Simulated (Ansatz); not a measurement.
# YbS (Fm-3m): relaxing the cell for a phonon run

Aim: bring YbS (Fm-3m) to small forces and stress, as phonons need.

Method: DFT PBEsol+U, scalar-relativistic, plane waves, PAW, in Ansatz 0.2.0.

This is a report of a sequence of runs, with most program output left out.

The database entry behind the starting cell differs from later determinations by our own check (about 0.3 % short), so it need not match the best structure at ambient conditions.

## Step 1: Starting point

Symmetry: Fm-3m, No. 225, cubic system. The conventional cell has a = 5.677 Å, b = 5.677 Å, c = 5.677 Å, α = 90.00°, β = 90.00°, γ = 90.00°. Nearest to Yb lie 6 S at 2.84 Å. Nearest to S lie 6 Yb at 2.84 Å. Farther neighbours and most contacts between anions are not listed.

## Step 2: Probe on a coarse mesh

A quick single point on a coarse mesh tells whether the cell has a gap and how far it is from rest, which sets the k mesh and smearing that follow.

input.yaml reads:

```yaml
crystal:
  lattice:
    - [0.0, 2.8385, 2.8385]
    - [2.8385, 0.0, 2.8385]
    - [2.8385, 2.8385, 0.0]
  atoms:
    - { symbol: Yb, position: [0.5, 0.5, 0.5] }
    - { symbol: S, position: [0.0, 0.0, 0.0] }
kpoints:
  mp_grid: { grid: [6, 6, 6] }
hamiltonian:
  xc: pbesol
  hubbard: { sites: [{ species: Yb, l: f, u_eff: 6.0 }] }
scf:
  occupations: { method: gaussian, width: 0.1 }
output:
  forces: true
  stress: true
  eigenvalues: true
```

The run is started by

```console
$ ansatz run input.yaml --threads 4 --pin off --max-ram 14336MiB --backend cpu --events-out ev --progress --plain --runs-dir out
```

The job ended after 0.75 s (4 threads of Arm Neoverse V2, shared host; peak memory 0.32 GiB).

This step gave:

```
pressure           : -2.374 GPa
gap on the k-mesh  : 0.8363 eV
volume per atom    : 22.87 Å³
direct gap on mesh : 1.207 eV
```

The coarse mesh shows a gap of 0.84 eV and a pressure of -2.4 GPa.

## Step 3: Bringing the structure to rest

The cell and atoms are relaxed, since residual forces and stress would shift the frequencies.

input.yaml, the sections that differ from step 2:

```yaml
kpoints:
  mp_grid: { grid: [8, 8, 8] }
scf:
  occupations: { method: gaussian, width: 0.02 }
relax:
  adjacent_minimum: "off"
  f_tol: 0.005
  max_steps: 80
  cell: { stress_tol: 0.05 }
# crystal, hamiltonian, output: as in step 2
```

The job ended after 3.1 s (4 threads; peak memory 0.37 GiB).

The steps of the relaxation:

| step | energy less that of the first step (eV) | largest force component (eV/Å) | pressure (GPa) | volume (Å³) |
| --- | --- | --- | --- | --- |
| 1 | 0.0000 | 0.0000 | -2.41 | 45.74 |
| 2 | -0.0112 | 0.0000 | 1.49 | 42.90 |
| 3 | -0.0152 | 0.0000 | -0.09 | 43.94 |
| 4 | -0.0152 | 0.0000 | 0.00 | 43.88 |
| 5* | -0.0146 | 0.0000 | -0.02 | 43.88 |

Relaxation steps marked * repeat the geometry before them on a plane-wave basis chosen anew for their cell, so energy and pressure can jump there.

The run keeps the 48 symmetry operations that it works with, so distortions that break them were not tested.

```
conventional cell, symmetrised  before  after  change
                         a (Å)   5.677  5.599  -1.4 %
                         b (Å)   5.677  5.599  -1.4 %
                         c (Å)   5.677  5.599  -1.4 %
              volume (Å³/atom)   22.87  21.94  -4.1 %
```

Final coordinates:

```
Yb S
1.0
     0.00000    2.79950    2.79950
     2.79950    0.00000    2.79950
     2.79950    2.79950    0.00000
Yb S
1 1
Cartesian
  2.7995 2.7995 2.7995
  0.0000 0.0000 0.0000
```

This step gave:

- pressure: -0.01660 GPa
- gap on the k-mesh: 0.6262 eV
- volume per atom: 21.94 Å³
- direct gap on mesh: 1.018 eV

In this step the volume went from 22.87 to 21.94 Å³/atom.

## Step 4: Relaxing to small forces for the phonons

Phonons need a cell at rest on their own settings, so the relaxation is repeated with tight tolerances on forces and stress on the k mesh and occupations of the first response run.

input.yaml reads:

```yaml
crystal:
  lattice:
    - [0.0, 2.7994970385, 2.7994970385]
    - [2.7994970385, 0.0, 2.7994970385]
    - [2.7994970385, 2.7994970385, 0.0]
  atoms:
    - { symbol: Yb, position: [0.5, 0.5, 0.5] }
    - { symbol: S, position: [0.0, 0.0, 0.0] }
kpoints:
  mp_grid: { grid: [8, 8, 8] }
hamiltonian:
  xc: pbesol
  hubbard: { sites: [{ species: Yb, l: f, u_eff: 6.0 }] }
scf:
  occupations: { method: fixed }
output:
  forces: true
  stress: true
  eigenvalues: true
  write_density: true
  write_potential: true
  elf: true
  volumetric_format: npy
relax:
  adjacent_minimum: "off"
  f_tol: 0.001
  max_steps: 60
  cell: { stress_tol: 0.01 }
```

Run time: 2.6 s. Hardware: 4 threads; peak memory 0.36 GiB; 8.5 s of CPU time.

Little changed from the start: no atom moved by 0.005 Å and no cell edge by 0.1 %.

This step gave:

```
pressure           : 2.50e-4 GPa
gap on the k-mesh  : 0.6248 eV
volume per atom    : 21.93 Å³
direct gap on mesh : 1.017 eV
```

ELF in the ac plane of the conventional cell at fractional y = 0.000, with atoms of Yb and S within 0.2 Å of it. It is the smooth field of the valence electrons, not physical close to the nuclei.

Ten even steps from '_' (0.06) to '@' (0.84), each cell a mean:
```
::%%@@++..++@@%%@@##::::%%@@==
@@@@@@==__--**%%##==__::%%@@@@
@@%%##::____::--::..__..++%%%%
::::..____..::::::....__..::::
--..____--**%%%%%%##++..____::
%%**::__++@@@@@@@@@@##....==##
%%%%++..**@@##--++@@%%::::##@@
%%@@**..**@@**__--@@%%::--%%%%
@@%%==__++@@@@**##@@%%::::**@@
**==..__==%%@@@@@@@@**..__--++
..______::==++****++--______..
++++==..______....______::==++
@@@@%%==__..==**++::__..##@@@@
**@@@@++__==%%@@%%**..::%%@@%%
__**@@++..**@@%%%%%%--::@@@@::
```
Columns run along a (5.6 Å), rows up along c (5.6 Å), edges of the conventional cell, whose origin can differ from the input's. Atoms in or near the plane, at fractional coordinates: Yb at (0.50, 0.00), Yb at (0.00, 0.50), S at (0.00, 0.00), S at (0.50, 0.50).

Electrostatic potential energy in the ac plane of the conventional cell at fractional y = 0.000, with atoms of Yb and S within 0.2 Å of it. With pseudopotentials it is smooth inside the atoms' cores, unlike the true potential.

Ten even steps from '0' (-49 eV) to '9' (14 eV), each cell a mean:
```
447985200479853
469997434689975
899999877899998
999999999999999
789999989999987
357999655899864
026897443599740
015897354589730
136998434699842
568999877999975
899999999999998
999999988999999
789998656799997
358996312589964
537985100379844
```
Columns run along a (5.6 Å; values clipped at the 3rd and 97th percentile), rows up along c (5.6 Å), edges of the conventional cell, whose origin can differ from the input's. Atoms in or near the plane, at fractional coordinates: Yb at (0.50, 0.00), Yb at (0.00, 0.50), S at (0.00, 0.00), S at (0.50, 0.50).

Valence density in the ac plane of the conventional cell at fractional y = 0.000, with atoms of Yb and S within 0.2 Å of it. It is the smooth field of the valence electrons, not physical close to the nuclei.

Values in e/Å³, 15 rows by 15 columns, each cell a mean:
```
 1  1  1  0  0  2 10 25 17  4  1  0  1  1  1
 1  1  0  0  0  1  3  6  4  1  0  0  0  1  1
 1  0  0  0  0  0  0  1  1  0  0  0  0  0  1
 0  0  0  0  0  0  0  0  0  0  0  0  0  0  0
 1  0  0  0  0  0  0  1  0  0  0  0  0  0  1
 5  2  0  0  0  0  1  1  1  1  0  0  0  1  4
23  9  1  0  0  1  1  1  1  1  0  0  1  4 17
33 13  2  0  0  1  1  0  1  1  1  0  1  6 25
13  5  1  0  0  1  1  1  1  1  0  0  0  3 10
 2  1  0  0  0  0  1  1  1  0  0  0  0  1  2
 0  0  0  0  0  0  0  0  0  0  0  0  0  0  0
 0  0  0  0  0  0  0  0  0  0  0  0  0  0  0
 1  1  0  0  0  0  1  2  1  0  0  0  0  0  1
 1  1  1  0  0  1  5 13  9  2  0  0  0  1  1
 0  1  1  0  0  2 13 33 23  5  1  0  1  1  1
```
Columns run along a (5.6 Å), rows up along c (5.6 Å), edges of the conventional cell, whose origin can differ from the input's. Atoms in or near the plane, at fractional coordinates: Yb at (0.50, 0.00), Yb at (0.00, 0.50), S at (0.00, 0.00), S at (0.50, 0.50).

The forces vanish by symmetry and the pressure is 0.000 GPa, within the tolerances set. The cell now holds 21.93 Å³/atom.

## Step 5: What came out

| Property | Result |
| --- | --- |
| space group after relaxation (within 0.01 Å) | Fm-3m |
| lattice constant a | 5.598 Å |
| lattice constant b | 5.598 Å |
| lattice constant c | 5.598 Å |
| volume per atom | 21.9 Å³ |
| gap on the k-mesh | 0.625 eV |

**Reading.** The forces vanish by symmetry and the pressure is 0.000 GPa, within the tolerances set. The cell now holds 21.93 Å³/atom. The relaxation keeps the symmetry of its start, so it says nothing on stability against lower symmetry. Spin-orbit coupling is left out, which can matter for the heavy elements here.

[Logs are printed without paths, hosts, clocks, repeated set-up lines and the standing remarks that a program may print on its own settings, such as how far it seeks lower states.]

[Hosts, paths, dates, database ids (printed as entryN), source tags and the programs' standing remarks are cut or masked in the printed files.]
